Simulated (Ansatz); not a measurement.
# ThPb3 (Pm-3m): from the cell to its phonons

Aim: the vibrations of ThPb3 (Pm-3m), their spectra, and whether the structure is stable.

Calculated with Ansatz 0.2.0; DFT PBEsol, scalar-relativistic, plane waves, PAW.

Report form: the programs' logs are mostly left out.

## (1) Set-up

It takes space group Pm-3m (No. 221, cubic). The conventional cell has a = 4.855 Å, b = 4.855 Å, c = 4.855 Å, α = 90.00°, β = 90.00°, γ = 90.00°. Nearest to Th lie 12 Pb at 3.43 Å. Nearest to Pb lie 4 Th at 3.43 Å and 8 Pb at 3.43 Å. Farther neighbours are not listed.

## (2) Bringing the structure to rest

The volume is held at the value of the starting cell, and symmetry leaves nothing else free, so this is a single point.

File input.yaml:

```yaml
crystal:
  lattice:
    - [4.855, 0.0, 0.0]
    - [0.0, 4.855, 0.0]
    - [0.0, 0.0, 4.855]
  atoms:
    - { symbol: Th, position: [0.0, 0.0, 0.0] }
    - { symbol: Pb, position: [0.0, 0.5, 0.5] }
    - { symbol: Pb, position: [0.5, 0.0, 0.5] }
    - { symbol: Pb, position: [0.5, 0.5, 0.0] }
kpoints:
  mp_grid: { grid: [10, 10, 10] }
hamiltonian:
  xc: pbesol
scf:
  occupations: { method: gaussian, width: 0.1 }
output:
  forces: true
  stress: true
  eigenvalues: true
```

Started as:

```sh
$ ansatz run input.yaml --threads 4 --pin off --max-ram 16384MiB --backend cpu --events-out ev --progress --plain --runs-dir out
```

Wall time 3.5 s (4 threads of Arm Neoverse V1, shared host); peak memory 0.54 GiB; 13 s of CPU time.

This step gave:

| Item | Value |
| --- | --- |
| pressure | -0.7661 GPa |
| volume per atom | 28.61 Å³ |
| gap on the k-mesh | 0 eV |

The run ends at a pressure of -0.77 GPa.

## (3) Tight relaxation

Symmetry and the fixed volume leave nothing to relax, so a single point is run on the k mesh and occupations of the first response run.

Edit input.yaml of step 2 so:

```diff
@@ -15,3 +15,3 @@
 scf:
-  occupations: { method: gaussian, width: 0.1 }
+  occupations: { method: methfessel_paxton, width: 0.2 }
 output:
```

Elapsed: 3.5 s, on 4 threads; peak memory 0.54 GiB.

This step gave:

```yaml
pressure: -0.7751 GPa
```

The forces vanish by symmetry. The volume is held at 28.61 Å³/atom, so a pressure of -0.78 GPa remains at this level.

## (4) Linear response at the zone centre

The zone centre comes first: it holds the modes that light can see, as far as symmetry allows. No field response is asked, since the mesh shows no gap.

Edit input.yaml of step 3 so:

```diff
@@ -17,4 +17,4 @@
 output:
-  forces: true
-  stress: true
   eigenvalues: true
+phonons:
+  method: dfpt
```

Elapsed: 100 s, on 4 threads; peak memory 3.1 GiB.

Numbers from this step:

```yaml
sum_rule_residual_before_enforcement: 9.58e-5 eV/Å²
point_group: m-3m
highest_optical_mode_at_the_zone_centre_no_lo_to_term: 107.1 cm⁻¹
lowest_optical_zone_centre_mode: 70.07 cm⁻¹
```

Patterns of degenerate modes are one choice out of their space. The modes at Γ (shares of kinetic energy by element, %):

```
mode  frequency (cm⁻¹)  symmetry  Th %  Pb %
   1               0.0  acoustic    27    73
   2               0.0  acoustic    27    73
   3               0.0  acoustic    27    73
   4              70.1       T1u    30    70
   5              70.1       T1u    30    70
   6              70.1       T1u    30    70
   7              75.6       T2u     0   100
   8              75.6       T2u     0   100
   9              75.6       T2u     0   100
  10             107.1       T1u    42    58
  11             107.1       T1u    42    58
  12             107.1       T1u    42    58
```

Displacements in mode 6 (70.1 cm⁻¹), the largest set to 1:
```
Th1  0.16 -0.09 -0.64
Pb2 -0.25 -0.02 -0.14
Pb3  0.04  0.14 -0.14
Pb4  0.04 -0.02  1.00
```

Displacements in mode 11 (107.1 cm⁻¹), the largest set to 1:
```
Th1  0.00  0.33  1.00
Pb2  0.00 -0.27 -0.80
Pb3  0.00  0.16 -0.80
Pb4  0.00 -0.27  0.48
```

Before it was imposed, the acoustic sum rule was missed by 9.6e-5 eV/Å². Small misses are needed for a sound result but don't prove that mesh and cutoff are converged. The lowest optical mode is real, 70.1 cm⁻¹.

## (5) Response at finite wavevector

Stability and thermal properties need the whole zone. Linear response on a 2×2×2 q mesh gives force constants as far as a supercell of that size would.

Edit input.yaml of step 4 so:

```diff
@@ -20 +20,8 @@
   method: dfpt
+  qmesh: [2, 2, 2]
+  temperatures: { t_max: 400, t_step: 50 }
+  qpath:
+    path:
+      - [[0.0, 0.0, 0.0], [0.0, 0.5, 0.0], [0.5, 0.5, 0.0], [0.0, 0.0, 0.0], [0.5, 0.5, 0.5], [0.0, 0.5, 0.0]]
+      - [[0.5, 0.5, 0.5], [0.5, 0.5, 0.0]]
+    npoints: 10
```

Elapsed: 7.5 min, on 4 threads; peak memory 2.4 GiB; 29 min of CPU time.

This step gave:

- sum-rule residual before enforcement: 8.69e-5 eV/Å²
- lowest frequency on the path: 0 cm⁻¹
- highest frequency on the path or at a solved wavevector: 108.1 cm⁻¹
- mean frequency: 67.3 cm⁻¹
- Debye temperature (second moment): 132 K
- logarithmic mean frequency: 62.3 cm⁻¹
- lowest mode on the q mesh (acoustic modes at Γ apart): 34.26 cm⁻¹
- zero-point energy per atom: 12.52 meV
- heat capacity at 300 K: 24.7 J/(mol atoms K)
- vibrational entropy at 300 K: 55.19 J/(mol atoms K)

Frequencies (cm⁻¹) solved at each irreducible wavevector; negative means imaginary. Frequencies by wavevector, by row:

```
q in reciprocal lattice units  star  mode 1  mode 2  mode 3  mode 4  mode 10  mode 11  mode 12
                        0 0 0     1       0       0       0    70.1    107.1    107.1    107.1
                     0 0 -0.5     3    43.1    43.1    50.4    50.4     85.3     91.9     91.9
                  0 -0.5 -0.5     3    34.3    34.3    40.7    48.6       90     97.7     97.7
               -0.5 -0.5 -0.5     1    41.5    41.5    41.5    47.2      108      108      108
```

Interpolated from a 2×2×2 q mesh. Phonon branches along the path, in cm⁻¹:

```
    point  branch 1  branch 2  branch 3  branch 4  branch 9  branch 10  branch 11  branch 12
        Γ         0         0         0        70        76        107        107        107
  halfway        24        24        38        65        78         98        101        101
        X        43        43        50        50        85         85         92         92
  halfway        37        37        45        52        84         86         92         95
        M        34        34        41        49        83         90         98         98
  halfway        14        32        56        58        84         94         95        100
        Γ         0         0         0        70        76        107        107        107
  halfway        25        25        56        56        73         92        101        101
        R        42        42        42        47        86        108        108        108
  halfway        34        39        46        52        83         93         99        101
        X        43        43        50        50        85         85         92         92
jump to R        42        42        42        47        86        108        108        108
  halfway        39        39        44        45        86        100        104        104
        M        34        34        41        49        83         90         98         98
```

Tetrahedra on a 14×14×14 mesh, mean over bins of 1 cm-1. Interpolated from a 2×2×2 q mesh. The phonon density of states by wavenumber; read off at these points:

```
wavenumber (cm⁻¹)  phonon density of states (1/cm⁻¹/cell)
              0.5                                  1.0e-5
              3.5                                  7.2e-4
              6.5                                 0.00322
              9.5                                  0.0118
             12.5                                  0.0156
             15.5                                  0.0222
             18.5                                  0.0280
             20.5                                  0.0321
             23.5                                  0.0419
             26.5                                  0.0511
             29.5                                  0.0672
             32.5                                  0.0969
             35.5                                   0.139
             38.5                                   0.130
             41.5                                  0.0402
             44.5                                  0.0640
             47.5                                   0.206
             50.5                                   0.133
             53.5                                   0.173
             55.5                                   0.155
             57.5                                   0.198
             58.5                                   0.184
             61.5                                   0.166
             63.5                                   0.206
             64.5                                   0.185
             67.5                                   0.182
             70.5                                   0.183
             73.5                                   0.139
             76.5                                   0.231
             79.5                                   0.131
             82.5                                   0.195
             85.5                                   0.116
             88.5                                  0.0776
             90.5                                   0.145
             93.5                                   0.141
             96.5                                   0.192
             98.5                                   0.260
             99.5                                   0.260
            102.5                                   0.130
            105.5                                  0.0597
            108.5                                  2.0e-5
```

The partial phonon density of states has structure finer than the step of the table below, so its rows give means over 5 cm⁻¹, whole bins alone (the curve runs from -10 to 121 cm⁻¹). Peaks (cm⁻¹: height): Pb 36.1: 0.0611, 76.4: 0.169, 98.6: 0.144; Th 36.9: 0.0749, 47.6: 0.0597, 99.4: 0.0767.

Phonopy on the run's constants, 11x11x11 mesh, Gaussian sigma 2.0 cm-1. Interpolated from a 2×2×2 q mesh. Partial phonon density of states against wavenumber; means over each step; values in 1/cm⁻¹/cell:

```
wavenumber (cm⁻¹)       Pb       Th
               -5   3.6e-5   1.2e-5
                0   5.3e-4   2.1e-4
                5  0.00207   9.1e-4
               10  0.00818  0.00398
               15   0.0133  0.00767
               20   0.0192   0.0122
               25   0.0283   0.0211
               30   0.0376   0.0345
               35   0.0577   0.0675
               40   0.0450   0.0518
               45   0.0572   0.0447
               50   0.0940   0.0458
               55    0.129   0.0405
               60    0.153   0.0268
               65    0.159   0.0236
               70    0.153   0.0142
               75    0.160  0.00994
               80    0.147   0.0140
               85    0.119   0.0119
               90    0.109   0.0163
               95    0.124   0.0489
              100    0.127   0.0697
              105   0.0491   0.0301
              110  0.00506  0.00337
              115   2.5e-5   1.8e-5
```

Harmonic thermodynamic functions per atom, from the density of states. Interpolated from a 2×2×2 q mesh. Thermodynamic functions, by row:

```
T (K)  F_vib (meV/atom)  S (J/mol-atom/K)  C_V (J/mol-atom/K)
    0             12.52                 0                   0
   50              9.71             14.22               18.18
  100             -1.71             28.72                22.9
  200            -40.93             45.23               24.41
  300             -93.3             55.19                24.7
  400            -154.4             62.31                24.8
```

Harmonic mean-square displacement, third of the trace. Interpolated from a 2×2×2 q mesh. Mean square displacements, by row:

```
T (K)  Th1 U_eq (Å²)  Pb2 U_eq (Å²)  Pb3 U_eq (Å²)  Pb4 U_eq (Å²)
    0        0.00154        0.00138        0.00138        0.00138
  100        0.00668        0.00498        0.00498        0.00498
  300         0.0196        0.01442        0.01442        0.01442
  600         0.0391        0.02874        0.02874        0.02874
```

Symmetry leaves 4 wavevectors to solve. The lowest mode among them, the acoustic zeros apart, lies at q = (0, -0.5, -0.5) and is real, 34.3 cm⁻¹.

## (6) Summary of results

| Property | Result |
| --- | --- |
| space group (within 0.01 Å) | Pm-3m |
| volume per atom | 28.6 Å³ |
| electronic character | no gap on this mesh |
| highest optical mode at the zone centre (no LO-TO term) | 107 cm⁻¹ |
| lowest optical zone-centre mode | 70.1 cm⁻¹ |
| lowest mode on the q mesh (acoustic modes at Γ apart) | 34.3 cm⁻¹ |
| highest frequency on the path or at a solved wavevector | 108 cm⁻¹ |
| zero-point energy per atom | 12.5 meV |
| heat capacity at 300 K | 24.7 J/(mol atoms K) |
| vibrational entropy at 300 K | 55.2 J/(mol atoms K) |
| Debye temperature (second moment) | 132 K |
| imaginary modes on the 2×2×2 q mesh | none |

**Reading.** The structure is a minimum as far as tested: no mode is imaginary at the 4 irreducible wavevectors of the 2×2×2 mesh, and the softest away from the acoustic zeros lies at 34 cm⁻¹. The optical modes at Γ span 70 to 107 cm⁻¹. The volume was held at that of the database entry and not relaxed, so the modes belong to a cell under -0.78 GPa at this level. With no gap, or one that is small against the smearing, the frequencies hang on the k mesh and the smearing, most of all near Kohn anomalies. Spin-orbit coupling is left out, which can matter for the heavy elements here. A phonon run warned that its eigensolver left some bands unconverged in a pass. These are harmonic frequencies at zero temperature: anharmonic shifts, linewidths and thermal expansion are left out.

[Logs are printed without paths, hosts, clocks, repeated set-up lines and the standing remarks that a program may print on its own settings, such as how far it seeks lower states.]

[Hosts, paths, dates, database ids (printed as entryN), source tags and the programs' standing remarks are cut or masked in the printed files.]
